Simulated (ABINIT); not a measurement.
# AgSbSe3 (Pm-3m): zone-centre phonons, part 3 of 3

Which modes does AgSbSe3 (Pm-3m) have at the zone centre?

ABINIT 10.8.3; DFT LDA, scalar-relativistic, plane waves, JTH PAW pseudopotentials.

So far. Step 6 (Linear response at Γ): The acoustic modes at Γ come out as far as 5.5 cm⁻¹ from zero, where they should vanish, a small numerical error. The lowest optical mode is imaginary, 109i cm⁻¹, an instability at this level and on this k mesh. Step 7 (Modes with the sum rule): The rule also moves an optical mode by 0.4 cm⁻¹. The relaxed cell has a = 5.141 Å (conventional setting).

The structure was built from a prototype and need not be the compound's stable phase.

### Step 8. Sum rules set otherwise (asr 0)

Without the rule the raw error of the acoustic modes shows.

anaddb.abi reads:

```
ddb_filepath "gamma_DDB"
output_file "anaddb.abo"
outdata_prefix "anaddb"
asr 0
chneut 0
enunit 2
eivec 1
nph1l 1
qph1l 0.0 0.0 0.0 1.0
```

mrgddb.in reads:

```
gamma_DDB
merged
1
dfpt_gammao_DDB
```

On the command line:

```console
mrgddb < mrgddb.in > mrgddb.log
OMP_NUM_THREADS=1 anaddb anaddb.abi > anaddb.log
```

anaddb.abo, the main output file:

```text
-outvars_anaddb: echo values of input variables ----------------------

 Miscellaneous information :
      enunit         2
       eivec         1
      chneut         0
 First list of wavevector (reduced coord.) :
       nph1l         1
       qph1l
                     0.00000000E+00  0.00000000E+00  0.00000000E+00    1.000E+00

================================================================================

 read the DDB information and perform some checks

  ==== Info on the Cryst% object ====
 Real(R)+Recip(G) space primitive vectors, cartesian coordinates (Bohr,Bohr^-1):
 R(1)=  9.7153900  0.0000000  0.0000000  G(1)=  0.1029295  0.0000000  0.0000000
 R(2)=  0.0000000  9.7153900  0.0000000  G(2)=  0.0000000  0.1029295  0.0000000
 R(3)=  0.0000000  0.0000000  9.7153900  G(3)=  0.0000000  0.0000000  0.1029295
 Unit cell volume ucvol=  9.1702403E+02 bohr^3
 Angles (23,13,12)=  9.00000000E+01  9.00000000E+01  9.00000000E+01 degrees
 Time-reversal symmetry is present
 Reduced atomic positions [iatom, xred, symbol]:
    1)    0.0000000  0.0000000  0.0000000  Ag
    2)    0.5000000  0.5000000  0.5000000  Sb
    3)    0.5000000  0.5000000  0.0000000  Se
    4)    0.5000000  0.0000000  0.5000000  Se
    5)    0.0000000  0.5000000  0.5000000  Se

 DDB file with 1 blocks has been read.

================================================================================

 Treat the first list of vectors

  Phonon wavevector (reduced coordinates) :  0.00000  0.00000  0.00000
 Phonon energies in Hartree :
  -4.979444E-04 -4.979444E-04 -4.979444E-04 -4.501249E-04 -4.501249E-04
  -4.501249E-04 -2.712725E-04 -2.712725E-04 -2.712725E-04  2.514957E-05
   2.514957E-05  2.514957E-05  9.238739E-04  9.238739E-04  9.238739E-04
 Phonon energies in meV     :
- -1.354976E+01 -1.354976E+01 -1.354976E+01 -1.224852E+01 -1.224852E+01
- -1.224852E+01 -7.381700E+00 -7.381700E+00 -7.381700E+00  6.843546E-01
-  6.843546E-01  6.843546E-01  2.513989E+01  2.513989E+01  2.513989E+01
 Phonon frequencies in cm-1    :
- -1.092862E+02 -1.092862E+02 -1.092862E+02 -9.879100E+01 -9.879100E+01
- -9.879100E+01 -5.953743E+01 -5.953743E+01 -5.953743E+01  5.519692E+00
-  5.519692E+00  5.519692E+00  2.027669E+02  2.027669E+02  2.027669E+02
 Phonon frequencies in Thz     :
- -3.276317E+00 -3.276317E+00 -3.276317E+00 -2.961680E+00 -2.961680E+00
- -2.961680E+00 -1.784887E+00 -1.784887E+00 -1.784887E+00  1.654762E-01
-  1.654762E-01  1.654762E-01  6.078798E+00  6.078798E+00  6.078798E+00
 Phonon energies in Kelvin  :
- -1.572384E+02 -1.572384E+02 -1.572384E+02 -1.421382E+02 -1.421382E+02
- -1.421382E+02 -8.566107E+01 -8.566107E+01 -8.566107E+01  7.941606E+00
-  7.941606E+00  7.941606E+00  2.917363E+02  2.917363E+02  2.917363E+02

 Eigendisplacements
 (will be given, for each mode : in cartesian coordinates
   for each atom the real part of the displacement vector,
   then the imaginary part of the displacement vector - absolute values smaller than 1.0d-7 are set to zero)
  Mode number    1   Energy   -4.979444E-04
 Attention : low frequency mode.
   (Could be unstable or acoustic mode)
-  1  0.00000000E+00  0.00000000E+00  9.43579242E-04
-     0.00000000E+00  0.00000000E+00  0.00000000E+00
-  2  0.00000000E+00  0.00000000E+00  9.00001593E-04
-     0.00000000E+00  0.00000000E+00  0.00000000E+00
-  3  0.00000000E+00  0.00000000E+00  2.79634862E-04
-     0.00000000E+00  0.00000000E+00  0.00000000E+00
-  4  0.00000000E+00  0.00000000E+00 -1.48392632E-03
-     0.00000000E+00  0.00000000E+00  0.00000000E+00
-  5  0.00000000E+00  0.00000000E+00 -1.48392632E-03
-     0.00000000E+00  0.00000000E+00  0.00000000E+00
  Mode number    2   Energy   -4.979444E-04
 Attention : low frequency mode.
   (Could be unstable or acoustic mode)
-  1  0.00000000E+00 -9.43579242E-04  0.00000000E+00
-     0.00000000E+00  0.00000000E+00  0.00000000E+00
-  2  0.00000000E+00 -9.00001593E-04  0.00000000E+00
-     0.00000000E+00  0.00000000E+00  0.00000000E+00
-  3  0.00000000E+00  1.48392632E-03  0.00000000E+00
-     0.00000000E+00  0.00000000E+00  0.00000000E+00
-  4  0.00000000E+00 -2.79634862E-04  0.00000000E+00
-     0.00000000E+00  0.00000000E+00  0.00000000E+00
-  5  0.00000000E+00  1.48392632E-03  0.00000000E+00
-     0.00000000E+00  0.00000000E+00  0.00000000E+00
  Mode number    3   Energy   -4.979444E-04
 Attention : low frequency mode.
   (Could be unstable or acoustic mode)
-  1  9.43579242E-04  0.00000000E+00  0.00000000E+00
-     0.00000000E+00  0.00000000E+00  0.00000000E+00
-  2  9.00001593E-04  0.00000000E+00  0.00000000E+00
-     0.00000000E+00  0.00000000E+00  0.00000000E+00
-  3 -1.48392632E-03  0.00000000E+00  0.00000000E+00
-     0.00000000E+00  0.00000000E+00  0.00000000E+00
-  4 -1.48392632E-03  0.00000000E+00  0.00000000E+00
-     0.00000000E+00  0.00000000E+00  0.00000000E+00
-  5  2.79634862E-04  0.00000000E+00  0.00000000E+00
-     0.00000000E+00  0.00000000E+00  0.00000000E+00
  Mode number    4   Energy   -4.501249E-04
 Attention : low frequency mode.
   (Could be unstable or acoustic mode)
-  1  0.00000000E+00  0.00000000E+00  0.00000000E+00
-     0.00000000E+00  0.00000000E+00  0.00000000E+00
-  2  0.00000000E+00  0.00000000E+00  0.00000000E+00
-     0.00000000E+00  0.00000000E+00  0.00000000E+00
-  3  0.00000000E+00  0.00000000E+00  0.00000000E+00
-     0.00000000E+00  0.00000000E+00  0.00000000E+00
-  4  0.00000000E+00  0.00000000E+00 -1.86380890E-03
-     0.00000000E+00  0.00000000E+00  0.00000000E+00
-  5  0.00000000E+00  0.00000000E+00  1.86380890E-03
-     0.00000000E+00  0.00000000E+00  0.00000000E+00
  Mode number    5   Energy   -4.501249E-04
 Attention : low frequency mode.
   (Could be unstable or acoustic mode)
-  1  0.00000000E+00  0.00000000E+00  0.00000000E+00
-     0.00000000E+00  0.00000000E+00  0.00000000E+00
-  2  0.00000000E+00  0.00000000E+00  0.00000000E+00
-     0.00000000E+00  0.00000000E+00  0.00000000E+00
-  3  0.00000000E+00  1.86380890E-03  0.00000000E+00
-     0.00000000E+00  0.00000000E+00  0.00000000E+00
-  4  0.00000000E+00  0.00000000E+00  0.00000000E+00
-     0.00000000E+00  0.00000000E+00  0.00000000E+00
-  5  0.00000000E+00 -1.86380890E-03  0.00000000E+00
-     0.00000000E+00  0.00000000E+00  0.00000000E+00
  Mode number    6   Energy   -4.501249E-04
 Attention : low frequency mode.
   (Could be unstable or acoustic mode)
-  1  0.00000000E+00  0.00000000E+00  0.00000000E+00
-     0.00000000E+00  0.00000000E+00  0.00000000E+00
-  2  0.00000000E+00  0.00000000E+00  0.00000000E+00
-     0.00000000E+00  0.00000000E+00  0.00000000E+00
-  3  1.86380890E-03  0.00000000E+00  0.00000000E+00
-     0.00000000E+00  0.00000000E+00  0.00000000E+00
-  4 -1.86380890E-03  0.00000000E+00  0.00000000E+00
-     0.00000000E+00  0.00000000E+00  0.00000000E+00
-  5  0.00000000E+00  0.00000000E+00  0.00000000E+00
-     0.00000000E+00  0.00000000E+00  0.00000000E+00
  Mode number    7   Energy   -2.712725E-04
 Attention : low frequency mode.
   (Could be unstable or acoustic mode)
-  1  0.00000000E+00  0.00000000E+00  1.73965451E-03
-     0.00000000E+00  0.00000000E+00  0.00000000E+00
-  2  0.00000000E+00  0.00000000E+00 -1.17371007E-03
-     0.00000000E+00  0.00000000E+00  0.00000000E+00
-  3  0.00000000E+00  0.00000000E+00 -8.09263602E-04
-     0.00000000E+00  0.00000000E+00  0.00000000E+00
-  4  0.00000000E+00  0.00000000E+00  1.30513126E-04
-     0.00000000E+00  0.00000000E+00  0.00000000E+00
-  5  0.00000000E+00  0.00000000E+00  1.30513126E-04
-     0.00000000E+00  0.00000000E+00  0.00000000E+00
  Mode number    8   Energy   -2.712725E-04
 Attention : low frequency mode.
   (Could be unstable or acoustic mode)
-  1  0.00000000E+00 -1.73965451E-03  0.00000000E+00
-     0.00000000E+00  0.00000000E+00  0.00000000E+00
-  2  0.00000000E+00  1.17371007E-03  0.00000000E+00
-     0.00000000E+00  0.00000000E+00  0.00000000E+00
-  3  0.00000000E+00 -1.30513126E-04  0.00000000E+00
-     0.00000000E+00  0.00000000E+00  0.00000000E+00
-  4  0.00000000E+00  8.09263602E-04  0.00000000E+00
-     0.00000000E+00  0.00000000E+00  0.00000000E+00
-  5  0.00000000E+00 -1.30513126E-04  0.00000000E+00
-     0.00000000E+00  0.00000000E+00  0.00000000E+00
  Mode number    9   Energy   -2.712725E-04
 Attention : low frequency mode.
   (Could be unstable or acoustic mode)
-  1  1.73965451E-03  0.00000000E+00  0.00000000E+00
-     0.00000000E+00  0.00000000E+00  0.00000000E+00
-  2 -1.17371007E-03  0.00000000E+00  0.00000000E+00
-     0.00000000E+00  0.00000000E+00  0.00000000E+00
-  3  1.30513126E-04  0.00000000E+00  0.00000000E+00
-     0.00000000E+00  0.00000000E+00  0.00000000E+00
-  4  1.30513126E-04  0.00000000E+00  0.00000000E+00
-     0.00000000E+00  0.00000000E+00  0.00000000E+00
-  5 -8.09263602E-04  0.00000000E+00  0.00000000E+00
-     0.00000000E+00  0.00000000E+00  0.00000000E+00
  Mode number   10   Energy    2.514957E-05
-  1  0.00000000E+00  0.00000000E+00  1.08106307E-03
-     0.00000000E+00  0.00000000E+00  0.00000000E+00
-  2  0.00000000E+00  0.00000000E+00  1.08883075E-03
-     0.00000000E+00  0.00000000E+00  0.00000000E+00
-  3  0.00000000E+00  0.00000000E+00  1.08847902E-03
-     0.00000000E+00  0.00000000E+00  0.00000000E+00
-  4  0.00000000E+00  0.00000000E+00  1.08123477E-03
-     0.00000000E+00  0.00000000E+00  0.00000000E+00
-  5  0.00000000E+00  0.00000000E+00  1.08123477E-03
-     0.00000000E+00  0.00000000E+00  0.00000000E+00
  Mode number   11   Energy    2.514957E-05
-  1  0.00000000E+00  1.08106307E-03  0.00000000E+00
-     0.00000000E+00  0.00000000E+00  0.00000000E+00
-  2  0.00000000E+00  1.08883075E-03  0.00000000E+00
-     0.00000000E+00  0.00000000E+00  0.00000000E+00
-  3  0.00000000E+00  1.08123477E-03  0.00000000E+00
-     0.00000000E+00  0.00000000E+00  0.00000000E+00
-  4  0.00000000E+00  1.08847902E-03  0.00000000E+00
-     0.00000000E+00  0.00000000E+00  0.00000000E+00
-  5  0.00000000E+00  1.08123477E-03  0.00000000E+00
-     0.00000000E+00  0.00000000E+00  0.00000000E+00
  Mode number   12   Energy    2.514957E-05
-  1  1.08106307E-03  0.00000000E+00  0.00000000E+00
-     0.00000000E+00  0.00000000E+00  0.00000000E+00
-  2  1.08883075E-03  0.00000000E+00  0.00000000E+00
-     0.00000000E+00  0.00000000E+00  0.00000000E+00
-  3  1.08123477E-03  0.00000000E+00  0.00000000E+00
-     0.00000000E+00  0.00000000E+00  0.00000000E+00
-  4  1.08123477E-03  0.00000000E+00  0.00000000E+00
-     0.00000000E+00  0.00000000E+00  0.00000000E+00
-  5  1.08847902E-03  0.00000000E+00  0.00000000E+00
-     0.00000000E+00  0.00000000E+00  0.00000000E+00
  Mode number   13   Energy    9.238739E-04
-  1  0.00000000E+00  0.00000000E+00  1.45954127E-05
-     0.00000000E+00  0.00000000E+00  0.00000000E+00
-  2  0.00000000E+00  0.00000000E+00  1.06420307E-03
-     0.00000000E+00  0.00000000E+00  0.00000000E+00
-  3  0.00000000E+00  0.00000000E+00 -2.24269423E-03
-     0.00000000E+00  0.00000000E+00  0.00000000E+00
-  4  0.00000000E+00  0.00000000E+00  2.92649930E-04
-     0.00000000E+00  0.00000000E+00  0.00000000E+00
-  5  0.00000000E+00  0.00000000E+00  2.92649930E-04
-     0.00000000E+00  0.00000000E+00  0.00000000E+00
  Mode number   14   Energy    9.238739E-04
-  1  0.00000000E+00  1.45954127E-05  0.00000000E+00
-     0.00000000E+00  0.00000000E+00  0.00000000E+00
-  2  0.00000000E+00  1.06420307E-03  0.00000000E+00
-     0.00000000E+00  0.00000000E+00  0.00000000E+00
-  3  0.00000000E+00  2.92649930E-04  0.00000000E+00
-     0.00000000E+00  0.00000000E+00  0.00000000E+00
-  4  0.00000000E+00 -2.24269423E-03  0.00000000E+00
-     0.00000000E+00  0.00000000E+00  0.00000000E+00
-  5  0.00000000E+00  2.92649930E-04  0.00000000E+00
-     0.00000000E+00  0.00000000E+00  0.00000000E+00
  Mode number   15   Energy    9.238739E-04
-  1  1.45954127E-05  0.00000000E+00  0.00000000E+00
-     0.00000000E+00  0.00000000E+00  0.00000000E+00
-  2  1.06420307E-03  0.00000000E+00  0.00000000E+00
-     0.00000000E+00  0.00000000E+00  0.00000000E+00
-  3  2.92649930E-04  0.00000000E+00  0.00000000E+00
-     0.00000000E+00  0.00000000E+00  0.00000000E+00
-  4  2.92649930E-04  0.00000000E+00  0.00000000E+00
-     0.00000000E+00  0.00000000E+00  0.00000000E+00
-  5 -2.24269423E-03  0.00000000E+00  0.00000000E+00
-     0.00000000E+00  0.00000000E+00  0.00000000E+00

 Analysis of degeneracies and characters (maximum tolerance=1.00E-06 a.u.)
 For each vibration mode, or group of modes if degenerate,
 the characters are given for each symmetry operation (see the list in the log file).
 Symmetry characters of vibration mode #   1
       degenerate with vibration modes #   2 to    3
  3.0 -3.0 -1.0  1.0 -1.0  1.0 -1.0  1.0  1.0 -1.0 -1.0  1.0  1.0 -1.0 -1.0  1.0
  0.0 -0.0  0.0 -0.0 -0.0  0.0 -0.0  0.0  1.0 -1.0 -1.0  1.0 -1.0  1.0  1.0 -1.0
  0.0 -0.0 -0.0  0.0 -0.0  0.0  0.0 -0.0  1.0 -1.0  1.0 -1.0 -1.0  1.0 -1.0  1.0
 Symmetry characters of vibration mode #   4
       degenerate with vibration modes #   5 to    6
  3.0 -3.0 -1.0  1.0 -1.0  1.0 -1.0  1.0 -1.0  1.0  1.0 -1.0 -1.0  1.0  1.0 -1.0
 -0.0  0.0 -0.0  0.0  0.0 -0.0  0.0 -0.0 -1.0  1.0  1.0 -1.0  1.0 -1.0 -1.0  1.0
 -0.0  0.0  0.0 -0.0  0.0 -0.0 -0.0  0.0 -1.0  1.0 -1.0  1.0  1.0 -1.0  1.0 -1.0
 Symmetry characters of vibration mode #   7
       degenerate with vibration modes #   8 to    9
  3.0 -3.0 -1.0  1.0 -1.0  1.0 -1.0  1.0  1.0 -1.0 -1.0  1.0  1.0 -1.0 -1.0  1.0
 -0.0  0.0 -0.0  0.0  0.0 -0.0  0.0 -0.0  1.0 -1.0 -1.0  1.0 -1.0  1.0  1.0 -1.0
 -0.0  0.0  0.0 -0.0  0.0 -0.0 -0.0  0.0  1.0 -1.0  1.0 -1.0 -1.0  1.0 -1.0  1.0
 Symmetry characters of vibration mode #  10
       degenerate with vibration modes #  11 to   12
  3.0 -3.0 -1.0  1.0 -1.0  1.0 -1.0  1.0  1.0 -1.0 -1.0  1.0  1.0 -1.0 -1.0  1.0
 -0.0  0.0 -0.0  0.0  0.0 -0.0  0.0 -0.0  1.0 -1.0 -1.0  1.0 -1.0  1.0  1.0 -1.0
 -0.0  0.0  0.0 -0.0  0.0 -0.0 -0.0  0.0  1.0 -1.0  1.0 -1.0 -1.0  1.0 -1.0  1.0
 Symmetry characters of vibration mode #  13
       degenerate with vibration modes #  14 to   15
  3.0 -3.0 -1.0  1.0 -1.0  1.0 -1.0  1.0  1.0 -1.0 -1.0  1.0  1.0 -1.0 -1.0  1.0
 -0.0  0.0  0.0 -0.0 -0.0  0.0 -0.0  0.0  1.0 -1.0 -1.0  1.0 -1.0  1.0  1.0 -1.0
 -0.0  0.0 -0.0  0.0 -0.0  0.0  0.0 -0.0  1.0 -1.0  1.0 -1.0 -1.0  1.0 -1.0  1.0
-
```

It took 0.5 s on 1 thread of Arm Neoverse V2, shared host.

Numbers from this step:

```yaml
highest_optical_zone_centre_mode_no_lo_to_term: 202.8 cm⁻¹
lowest_optical_zone_centre_mode: -109.3 cm⁻¹
```

Zone-centre frequencies as printed; negative means imaginary. Modes:

| mode | frequency (cm⁻¹) |
| --- | --- |
| 1 | -109.3 |
| 2 | -109.3 |
| 3 | -109.3 |
| 4 | -98.79 |
| 5 | -98.79 |
| 6 | -98.79 |
| 7 | -59.54 |
| 8 | -59.54 |
| 9 | -59.54 |
| 10 | 5.52 |
| 11 | 5.52 |
| 12 | 5.52 |
| 13 | 202.8 |
| 14 | 202.8 |
| 15 | 202.8 |

### Step 9. Results

```
space group after relaxation                                           : Pm-3m
volume per atom                                                        : 27.2 Å³
highest optical zone-centre mode (no LO-TO term)                       : 202.7 cm⁻¹
lowest optical zone-centre mode                                        : -109.4 cm⁻¹
imaginary optical modes at the zone centre (no q mesh in this session) : yes
```

What this shows: At the LDA level the optical modes of AgSbSe3 (Pm-3m) at the zone centre run from 109i to 203 cm⁻¹, so the structure is a saddle point, with 9 modes beyond 10i cm⁻¹ there. These are harmonic frequencies at zero temperature: anharmonic shifts and linewidths and thermal expansion are left out. Spin-orbit coupling is left out, which can matter for the heavy elements here. In a metal the frequencies hang on the k mesh and the smearing, most of all near Kohn anomalies. The structure is a hypothetical one, built on a prototype.

[Host names and launcher messages were left out of these logs when they were recorded.]

[Logs are printed without paths, hosts, clocks, repeated set-up lines and the standing remarks that a program may print on its own settings, such as how far it seeks lower states.]

[Hosts, paths, dates, database ids (printed as entryN), source tags and the programs' standing remarks are cut or masked in the printed files.]
